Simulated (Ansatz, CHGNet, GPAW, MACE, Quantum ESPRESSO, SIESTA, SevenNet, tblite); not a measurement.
## GPAW on KH6C3NO5 (P2_1/c) (64 atoms): settings against a plane-wave reference

Wanted: GPAW inputs and outputs for KH6C3NO5 (P2_1/c) (64 atoms), checked against a plane-wave reference.

Calculated with GPAW 26.7.0; the method is named at each step.

### Step 1. The starting structure

The cell holds 64 atoms: 4 K, 24 H, 12 C, 4 N and 20 O. Its edges and angles: a = 7.457 Å, b = 13.002 Å, c = 6.816 Å, α = 90.0°, β = 105.4°, γ = 90.0°. It derives from KH6C3NO5 (P2_1/c), repeated 1×1×1. KH6C3NO5, space group P2_1/c, structure from the Crystallography Open Database, 1 x 1 x 1 conventional cells; every coordinate displaced by a Gaussian of 0.01 Å; bonds to H set to neutron lengths (C-H 1.089, N-H 1.015, O-H 0.983, B-H 1.19 Å) where the listed ones are shorter. Then every atom was moved at random, 0.05 Å r.m.s. a Cartesian component (hydrogen 0.6 of that).

The yardstick, on the same geometry:

| Property | Result |
| --- | --- |
| method | Kohn-Sham DFT, PBE, PAW, plane waves (Ansatz 0.2.0); cutoff 420 eV, Γ point, fermi-dirac smearing of 0.05 eV; PAW set soft_2 |
| r.m.s. force component | 1.996 eV/Å |
| longest force | 9.624 eV/Å |
| pressure | 1.782 GPa |
| gap (highest filled to lowest empty level) | 3.546 eV |
| SCF cycles | 10 |
| time | 3.9 s on 4 threads of Arm Neoverse V2, shared host |
| CPU time | 14 s |

### Step 2. PBE, LCAO dzp, h 0.18 Å

Method: Kohn-Sham DFT, PBE, PAW, atomic orbitals (dzp).

run.py

```python
import numpy as np
from ase.io import read
from gpaw import GPAW, FermiDirac

atoms = read("structure.xyz")
atoms.calc = GPAW(
    mode="lcao",
    basis="dzp",
    h=0.18,
    xc="PBE",
    kpts={"size": (1, 1, 1), "gamma": True},
    occupations=FermiDirac(0.05),
    maxiter=200,
    symmetry={"point_group": False},
    txt="gpaw.txt",
)
energy = atoms.get_potential_energy(force_consistent=True)
forces = atoms.get_forces()
print(f"energy {energy:.6f} eV")
print("forces (eV/A)")
for i, (a, f) in enumerate(zip(atoms, forces)):
    print(f"{i:4d} {a.symbol:2s} {f[0]:10.5f} {f[1]:10.5f} {f[2]:10.5f}")
print(f"Fermi level {atoms.calc.get_fermi_level():.4f} eV")
for k in range(len(atoms.calc.get_ibz_k_points())):
    for s in range(atoms.calc.get_number_of_spins()):
        e = atoms.calc.get_eigenvalues(kpt=k, spin=s)
        n = np.searchsorted(e, atoms.calc.get_fermi_level())
        print(f"k {k} spin {s} levels about the Fermi level:", np.round(e[max(n - 6, 0):n], 4).tolist(), "|", np.round(e[n:n + 6], 4).tolist())
```

structure.xyz

```xyz
64
Lattice="7.45700 0.00000 0.00000 0.00000 13.00200 0.00000 -1.81118 0.00000 6.57096" Properties=species:S:1:pos:R:3 pbc="T T T"
K 3.53922 8.30035 0.51194
K 2.93294 1.82314 2.63495
K 2.05905 4.70243 5.89579
K 2.72846 11.21761 3.88055
H 5.55299 9.55920 6.26574
H -0.77787 3.00151 3.67080
H 0.13270 3.45268 0.40891
H 6.40721 10.06732 2.90936
H 5.79504 11.11021 5.44089
H -1.08407 4.58776 4.39157
H -0.22500 1.91845 1.05438
H 6.73941 8.35834 2.18813
H 3.90552 11.68828 0.83385
H 2.63617 5.15516 2.55669
H 1.68398 1.35741 5.77101
H 2.96181 7.83071 4.04903
H 0.00727 12.50441 6.20036
H 4.70421 6.01720 3.57992
H 5.66533 0.51735 0.32888
H 0.90129 7.01900 2.94767
H 6.26191 6.35655 0.90101
H 0.24065 12.87289 2.36693
H -0.64699 6.74102 5.64978
H 5.40616 0.15719 4.19963
H 4.42135 6.96036 5.99916
H 0.38186 0.47444 3.82358
H 1.26274 5.99938 0.51819
H 5.26804 12.55135 2.77019
C 6.27493 11.10683 0.49854
C 0.29007 4.68735 2.70678
C -0.66052 1.84459 6.00402
C 5.40202 8.31270 3.77180
C -1.62397 10.60807 6.39525
C 6.49429 4.04609 3.47998
C 7.33124 2.43241 0.11999
C 6.55505 8.84422 3.16188
C 1.24684 10.72288 0.68220
C 5.26748 4.26115 2.57713
C 4.42728 2.27236 5.83396
C 0.33291 8.81185 4.01794
N 2.10300 11.89189 0.43513
N 4.37204 5.27491 2.91560
N 3.58406 1.19488 6.22270
N 1.13369 7.62788 3.69367
O 5.17264 10.73874 0.11815
O 1.43517 4.21863 3.16615
O 0.45796 2.26898 6.48501
O 4.21262 8.71381 3.31111
O 6.35586 12.06664 1.35204
O 0.16165 5.62180 1.80511
O -0.77221 0.89857 5.19855
O 5.43468 7.36472 4.66919
O 1.55421 9.94887 1.63479
O 5.00032 3.47999 1.74866
O 4.07072 3.12646 4.93216
O 0.73522 9.51356 4.93886
[... 4 atom lines left out ...]
O 5.62444 6.75012 0.26028
O 0.83291 0.16799 2.92007
O -0.12644 6.33444 6.25693
O 4.80220 12.81217 3.55016
```

Launch:

```bash
> OMP_NUM_THREADS=1 python run.py > output.txt
```

Log:

```text
energy -360.628535 eV
forces (eV/A)
   0 K    -0.06873    0.09366    0.43678
   1 K     0.15642    0.15279   -0.04202
   2 K     0.05590   -0.02741    0.01649
   3 K    -0.22055   -0.25766    0.10158
   4 H     0.33668   -0.81954   -0.49146
   5 H     0.06246   -0.99714    0.03489
   6 H    -0.23187    0.82355   -0.19014
   7 H     0.08206   -2.88133    0.40467
   8 H     0.54874    0.56084   -0.96675
   9 H     0.05762    0.79155    1.49105
  10 H    -0.17878   -1.01192    1.21393
  11 H     0.07237   -0.13740   -0.28147
  12 H     1.58688   -0.92795   -0.70592
  13 H    -0.61163    0.54346   -1.39445
  14 H     0.48781   -0.18242   -0.28283
  15 H     0.56066    0.05596   -0.01734
  16 H     0.53844    0.20913    0.45168
  17 H    -0.21428    0.07852   -0.29991
  18 H     0.53625   -1.83927    1.29119
  19 H    -0.45836   -1.43447   -1.62484
  20 H     0.36646   -0.36727    0.33915
  21 H    -6.65721   -3.35361   -5.70083
  22 H    -4.13015    2.49775   -3.51980
  23 H     1.58545    0.90492    1.21091
[...]
56 O     0.48767    1.61627    2.14689
  57 O     0.09525   -1.34750    1.88120
  58 O    -0.05851    0.20491    1.27638
  59 O     2.55139   -0.82270    1.48294
  60 O     0.81480    0.46026   -1.64114
  61 O     6.06812    4.04441    7.84667
  62 O     4.89719   -2.90168    3.71635
  63 O    -3.01665   -0.11887    0.72715
Fermi level 2.3417 eV
k 0 spin 0 levels about the Fermi level: [0.3178, 0.4754, 0.5771, 0.7469, 0.9452, 1.1319] | [4.7033, 4.8575, 5.0694, 5.1851, 5.3619, 5.4591]
```

gpaw.txt:

```text
Input parameters:
  mode=LCAO(),
  basis={'default': 'dzp'},
  h=0.18,
  kpts=MonkhorstPack(size=(1, 1, 1), gamma=True),
  maxiter=200,
  occupations=Occupations(name='fermi-dirac', width=0.05, fixmagmom=False),
  symmetry=Symmetry(point_group=False),
  xc=XC(name='PBE')
Unit cell  # Å
| periodic |         x |         y |        z |   lengths |     angles |
|----------|-----------|-----------|----------|-----------|------------|
|      yes |  7.457000 |  0.000000 | 0.000000 |  7.457000 |  90.000000 |
|      yes |  0.000000 | 13.002000 | 0.000000 | 13.002000 | 105.410017 |
|      yes | -1.811180 |  0.000000 | 6.570960 |  6.816002 |  90.000000 |
Number of symmetries: 1
Symmetry operations  # r_c * U_cc + t_c -> r_c
|   | kind |            matrix            |
|---|------|------------------------------|
| 0 |  E   |  1, 0, 0,  0, 1, 0,  0, 0, 1 |
BZ-sampling:
  Number of BZ points: 1
  Number of IBZ points: 1
  Monkhorst-Pack size: [1, 1, 1]
  Monkhorst-Pack shift: [0, 0, 0]
[... lines left out ...]
eigensolver:
density mixing:
  MSR1-Mixer
occupation numbers:
  Fermi-Dirac:
    width: 0.0500  # eV
FastPoissonSolver using
    Stencil: 8*3+1=25 point O(h^6) finite-difference Laplacian
xc functional:
  name: PBE with 2 nearest neighbor stencil
interpolation: tri-quintic # 5. degree polynomial
Initialization done in: 6.200 s
convergence criteria:
- Maximum [total energy] change in last 3 cyles: 0.0005 eV / valence electron
- Maximum integral of absolute [dens]ity change: 0.0001 electrons / valence electron
- Maximum integral of absolute [eigenst]ate change: 4e-08 eV^2 / valence electron
maximum number of iterations: 200
SCF iterations
|iter     |      energy | eigst |  dens |
|---------|-------------|-------|-------|
|iter:   1| -375.517525 |      c|       |
|iter:   2| -371.795559 |      c| -0.91 |
|iter:   3| -360.705753 |      c| -0.95 |
|iter:   4| -360.649621 |      c| -1.49 |
|iter:   5| -360.641703c|      c| -1.90 |
|iter:   6| -360.629702c|      c| -2.53 |
|iter:   7| -360.628578c|      c| -2.91 |
|iter:   8| -360.628547c|      c| -3.32 |
|iter:   9| -360.628537c|      c| -3.77 |
|iter:  10| -360.628535c|      c| -4.12c|
Converged in 10 steps
SCF loop duration: 66.310 s (6.631 s/step)
Energy contributions relative to reference atoms: (reference = -124904.246193)
Energy contributions:
  Kinetic:         340.274255
  Coulomb:        -347.428600
  Zero:              7.305193
  External:          0.000000
  Xc:             -360.779383
  Entropy:          -0.000000
  Spinorbit:         0.000000
  ----------------------------
  Free energy:    -360.628535
  Extrapolated:   -360.628535
dipole moment: (29.189806, -0.940828, -3.837503)  # |e|*Ang
Fermi level: 2.342
Eigenvalues  # (at kpt = [0.000, 0.000, 0.000])
| band index |      eig [eV] | occ [0-2] |
|------------|---------------|-----------|
|          0 |       -27.106 |     2.000 |
|        ... |               |           |
|        116 |         0.180 |     2.000 |
|        117 |         0.234 |     2.000 |
[...]
|        131 |         5.886 |     0.000 |
|        ... |               |           |
|        152 |        10.459 |     0.000 |
Gap: 3.571 eV
Transition (v -> c):
  (s=0, k=0, n=123, [0.00, 0.00, 0.00]) -> (s=0, k=0, n=124, [0.00, 0.00, 0.00])
No difference between direct/indirect transitions
Force computation time: 15.265  # s
timing:  # [seconds]
  Total:  87.820  # ━━━━━━━━━━━━━━━━━━━━━━━━━━━━━━━━━━━━━━━━━━━━━━━━━━━━━━━━━
  Init:    6.200  # ━━━━
  SCF:    66.310  # ━━━━━━━━━━━━━━━━━━━━━━━━━━━━━━━━━━━━━━━━━━━
  Forces: 15.282  # ━━━━━━━━━━
```

The job ended after 89 s (1 thread of Arm Neoverse V2, shared host; peak memory 0.83 GiB).

Banners, paths, timers and routine set-up lines are dropped from the logs unmarked, and long logs keep their key lines alone; longer cuts are marked.

Compared with the plane-wave run:

```yaml
r_m_s_force_component: 2.188 eV/Å
r_m_s_difference_of_force_components: 466.9 meV/Å
longest_difference_of_force_vectors: 1846 meV/Å
force_difference_over_r_m_s_force: 23.39 %
slope_of_forces_against_the_reference_s: 1.074
correlation_of_force_components: 0.9793
spacing_of_highest_filled_and_lowest_empty_level: 3.571 eV
gap_difference: 0.0251 eV
```

Length of the force difference by element (eV/Å):

| element | atoms | mean | most |
| --- | --- | --- | --- |
| C | 12 | 0.64 | 1.5 |
| H | 24 | 0.66 | 1.4 |
| K | 4 | 0.084 | 0.11 |
| N | 4 | 0.34 | 0.40 |
| O | 20 | 1.0 | 1.8 |

Levels nearest the highest filled one (eV from it): -0.81, -0.66, -0.55, -0.39, -0.19, 0.00, 3.57, 3.73, 3.94, 4.05, 4.23, 4.33.

Local excerpt of 11 atoms (numbers count through the whole input) about C30, picked at random; x, y, z are measured from there.

| atom | x | y | z | distance (Å) | bonds | Fx | Fy | Fz (eV/Å) |
| --- | --- | --- | --- | --- | --- | --- | --- | --- |
| C30 | 0.00 | 0.00 | 0.00 | 0.00 | 3 | 0.72 | -0.61 | 1.16 |
| O50 | -0.13 | 0.93 | -0.90 | 1.30 | 1 | 0.07 | -1.18 | 1.10 |
| O46 | 1.15 | -0.47 | 0.46 | 1.32 | 3 | -1.12 | 0.94 | -0.92 |
| C34 | -1.25 | -0.64 | 0.77 | 1.61 | 4 | 0.41 | 2.23 | -2.86 |
| H10 | -1.37 | -0.10 | 1.68 | 2.18 | 1 | 0.06 | 0.79 | 1.49 |
| H6 | -1.07 | -1.69 | 0.96 | 2.22 | 1 | 0.06 | -1.00 | 0.03 |
| H14 | 2.35 | 0.47 | -0.15 | 2.40 | 1 | -0.61 | 0.54 | -1.39 |
| H20 | 0.61 | 2.33 | 0.24 | 2.42 | 1 | -0.46 | -1.43 | -1.62 |
| C38 | -2.48 | -0.43 | -0.13 | 2.52 | 3 | 0.28 | 3.84 | 5.27 |
| H7 | -0.16 | -1.23 | -2.30 | 2.61 | 1 | -0.23 | 0.82 | -0.19 |
| H27 | 0.97 | 1.31 | -2.19 | 2.73 | 1 | -0.85 | 0.26 | -0.15 |

Atoms are counted from 1 here, from 0 in the log.

Forces lie 23 % from the reference's, at 6.4 times its CPU time (on 1 against 4 cores).

### Step 3. PBE, LCAO dzp, h 0.18 Å, other mixer settings

Method: Kohn-Sham DFT, PBE, PAW, atomic orbitals (dzp).

run.py, as its differences from that of step 2:

```diff
@@ -2,3 +2,4 @@
 from ase.io import read
-from gpaw import GPAW, FermiDirac
+from gpaw import GPAW, FermiDirac, Mixer
+from ase.parallel import parprint as print
 
@@ -12,2 +13,3 @@
     occupations=FermiDirac(0.05),
+    mixer=Mixer(0.1, 5, 50),
     maxiter=200,
```

structure.xyz is that of step 2.

Launch:

```bash
> OMP_NUM_THREADS=1 mpirun -np 2 gpaw python run.py > output.txt
```

Log:

```text
energy -360.628539 eV
forces (eV/A)
   0 K    -0.06890    0.09360    0.43668
   1 K     0.15666    0.15265   -0.04168
   2 K     0.05615   -0.02737    0.01681
   3 K    -0.22085   -0.25752    0.10131
   4 H     0.33724   -0.81895   -0.49112
   5 H     0.06189   -0.99631    0.03389
   6 H    -0.23242    0.82304   -0.19096
   7 H     0.08239   -2.88173    0.40494
   8 H     0.54893    0.56097   -0.96551
   9 H     0.05789    0.79135    1.48979
  10 H    -0.17857   -1.01187    1.21279
  11 H     0.07216   -0.13695   -0.28031
  12 H     1.58507   -0.92786   -0.70682
  13 H    -0.61062    0.54362   -1.39483
  14 H     0.48945   -0.18249   -0.28207
  15 H     0.55921    0.05604   -0.01805
  16 H     0.53988    0.20948    0.45308
  17 H    -0.21553    0.07867   -0.30177
  18 H     0.53497   -1.83937    1.28934
  19 H    -0.45701   -1.43442   -1.62324
  20 H     0.36599   -0.36710    0.33808
  21 H    -6.65750   -3.35369   -5.70022
  22 H    -4.13061    2.49763   -3.51924
  23 H     1.58551    0.90517    1.21043
[...]
56 O     0.48362    1.61705    2.14399
  57 O     0.10232   -1.34801    1.88594
  58 O    -0.05230    0.20371    1.28130
  59 O     2.54602   -0.82344    1.47988
  60 O     0.81436    0.46224   -1.64065
  61 O     6.06807    4.04596    7.84480
  62 O     4.89627   -2.90277    3.71513
  63 O    -3.01670   -0.12015    0.72759
Fermi level 2.3417 eV
k 0 spin 0 levels about the Fermi level: [0.318, 0.4757, 0.5773, 0.7471, 0.9454, 1.1321] | [4.7031, 4.8574, 5.0691, 5.185, 5.3617, 5.4589]
```

gpaw.txt:

```text
Input parameters:
  mode=LCAO(),
  basis={'default': 'dzp'},
  h=0.18,
  kpts=MonkhorstPack(size=(1, 1, 1), gamma=True),
  maxiter=200,
  mixer=Pulay(name='pulay', nmaxold=5, beta=0.1, weight=50, sigma=0.015, g_ss=None),
  occupations=Occupations(name='fermi-dirac', width=0.05, fixmagmom=False),
  symmetry=Symmetry(point_group=False),
  xc=XC(name='PBE')
Unit cell  # Å
[... lines left out ...]
  Fermi-Dirac:
[... lines left out ...]
convergence criteria:
- Maximum [total energy] change in last 3 cyles: 0.0005 eV / valence electron
[... lines left out ...]
Converged in 14 steps
[... lines left out ...]
  Kinetic:         340.248660
  Coulomb:        -347.321769
  Zero:              7.242345
  External:          0.000000
  Xc:             -360.797775
  Entropy:          -0.000000
  Spinorbit:         0.000000
  ----------------------------
  Free energy:    -360.628539
  Extrapolated:   -360.628539
dipole moment: (29.189604, -0.940661, -3.837320)  # |e|*Ang
Fermi level: 2.342
Eigenvalues  # (at kpt = [0.000, 0.000, 0.000])
| band index |      eig [eV] | occ [0-2] |
|------------|---------------|-----------|
|          0 |       -27.105 |     2.000 |
|        ... |               |           |
|        116 |         0.181 |     2.000 |
|        117 |         0.234 |     2.000 |
[...]
|        131 |         5.886 |     0.000 |
|        ... |               |           |
|        152 |        10.459 |     0.000 |
Gap: 3.571 eV
Transition (v -> c):
  (s=0, k=0, n=123, [0.00, 0.00, 0.00]) -> (s=0, k=0, n=124, [0.00, 0.00, 0.00])
No difference between direct/indirect transitions
Force computation time: 7.647  # s
```

Elapsed: 64 s, on 2 MPI ranks; peak memory 0.99 GiB.

Against the reference:

```yaml
r_m_s_force_component: 2.188 eV/Å
r_m_s_difference_of_force_components: 466.9 meV/Å
longest_difference_of_force_vectors: 1850 meV/Å
force_difference_over_r_m_s_force: 23.39 %
slope_of_forces_against_the_reference_s: 1.073
correlation_of_force_components: 0.9793
spacing_of_highest_filled_and_lowest_empty_level: 3.571 eV
gap_difference: 0.0247 eV
energy_less_the_same_level_run_s: -0.0001 meV/atom
r_m_s_force_difference_from_the_same_level_run: 1.862 meV/Å
```

Against the first run (23 %), the force difference from the reference is 23 %, at 1.4 times the CPU time (on 2 against 1 cores) (14 SCF steps against 10): another solver or mixer reaches the same state.

### Step 4. PBE, LCAO sz(dzp), h 0.18 Å

Method: Kohn-Sham DFT, PBE, PAW, atomic orbitals (sz(dzp)).

run.py, as its differences from that of step 3:

```diff
@@ -2,4 +2,3 @@
 from ase.io import read
-from gpaw import GPAW, FermiDirac, Mixer
-from ase.parallel import parprint as print
+from gpaw import GPAW, FermiDirac
 
@@ -8,3 +7,3 @@
     mode="lcao",
-    basis="dzp",
+    basis="sz(dzp)",
     h=0.18,
@@ -13,3 +12,2 @@
     occupations=FermiDirac(0.05),
-    mixer=Mixer(0.1, 5, 50),
     maxiter=200,
```

structure.xyz is that of step 3.

Launch:

```bash
> OMP_NUM_THREADS=1 python run.py > output.txt
```

Log:

```text
energy -286.414938 eV
forces (eV/A)
   0 K    -0.06086   -0.02099    0.27227
   1 K     0.12325   -0.03138    0.00154
   2 K    -0.01693    0.12518    0.10864
   3 K    -0.10080   -0.04462   -0.00890
   4 H    -0.31014   -3.22963   -0.95936
   5 H     0.50511   -3.67359    0.64977
   6 H     0.40031    3.13247    0.62708
   7 H    -0.02699   -1.48894    0.01018
   8 H     0.39259    1.64455   -3.35934
   9 H    -0.29577    2.11836    3.99947
  10 H    -0.41262   -2.12465    3.63637
  11 H     0.55412   -1.15711   -2.61305
[...]
59 O     4.00124   -3.39118    5.98738
  60 O    -3.24422    1.37947   -1.87383
  61 O    10.73612    5.20368    9.21958
  62 O     8.75212   -3.86096    4.27434
  63 O    -7.33549   -0.56315    1.29334
Fermi level 2.5568 eV
k 0 spin 0 levels about the Fermi level: [0.4279, 0.4493, 0.5483, 0.6243, 0.7607, 1.0228] | [4.0713, 4.1964, 4.4854, 4.6288, 4.7272, 4.8282]
```

gpaw.txt:

```text
Input parameters:
  mode=LCAO(),
  basis={'default': 'sz(dzp)'},
  h=0.18,
  kpts=MonkhorstPack(size=(1, 1, 1), gamma=True),
  maxiter=200,
  occupations=Occupations(name='fermi-dirac', width=0.05, fixmagmom=False),
  symmetry=Symmetry(point_group=False),
  xc=XC(name='PBE')
[... lines left out ...]
  Fermi-Dirac:
[... lines left out ...]
convergence criteria:
- Maximum [total energy] change in last 3 cyles: 0.0005 eV / valence electron
[... lines left out ...]
Converged in 10 steps
[... lines left out ...]
  Free energy:    -286.414938
[... lines left out ...]
Fermi level: 2.557
[... lines left out ...]
|          0 |       -26.655 |     2.000 |
|        ... |               |           |
|        116 |         0.290 |     2.000 |
|        117 |         0.375 |     2.000 |
[...]
|        131 |         5.243 |     0.000 |
|        ... |               |           |
|        152 |        11.321 |     0.000 |
Gap: 3.049 eV
Transition (v -> c):
  (s=0, k=0, n=123, [0.00, 0.00, 0.00]) -> (s=0, k=0, n=124, [0.00, 0.00, 0.00])
No difference between direct/indirect transitions
Force computation time: 4.644  # s
timing:  # [seconds]
  Total:  32.259  # ━━━━━━━━━━━━━━━━━━━━━━━━━━━━━━━━━━━━━━━━━━━━━━━━━━━━━━━━━
  Init:    4.449  # ━━━━━━━━
  SCF:    23.124  # ━━━━━━━━━━━━━━━━━━━━━━━━━━━━━━━━━━━━━━━━━
  Forces:  4.645  # ━━━━━━━━
```

The job ended after 34 s (1 thread; peak memory 0.64 GiB).

Against the reference:

```
r.m.s. force component                           : 3.735 eV/Å
r.m.s. difference of force components            : 2802 meV/Å
longest difference of force vectors              : 9790 meV/Å
force difference over r.m.s. force               : 140.4 %
slope of forces against the reference's          : 1.265
correlation of force components                  : 0.6762
gap (highest filled to lowest empty level) : 3.049 eV
gap difference                                   : -0.4978 eV
```

This is a coarse setting, run to see what it loses.

Against the first run (23 %), the force difference from the reference is 140 %, at 0.38 times the CPU time, with 200 basis functions against 664: the smaller basis costs accuracy.

[end of part 1 of 2]

[Also dropped from logs without a mark: logging warnings of Python, and SIESTA's first energy breakdown and zero terms.]

[Logs are printed without paths, hosts, clocks, repeated set-up lines and the standing remarks that a program may print on its own settings, such as how far it seeks lower states.]

[Hosts, paths, dates, database ids (printed as entryN), source tags and the programs' standing remarks are cut or masked in the printed files.]
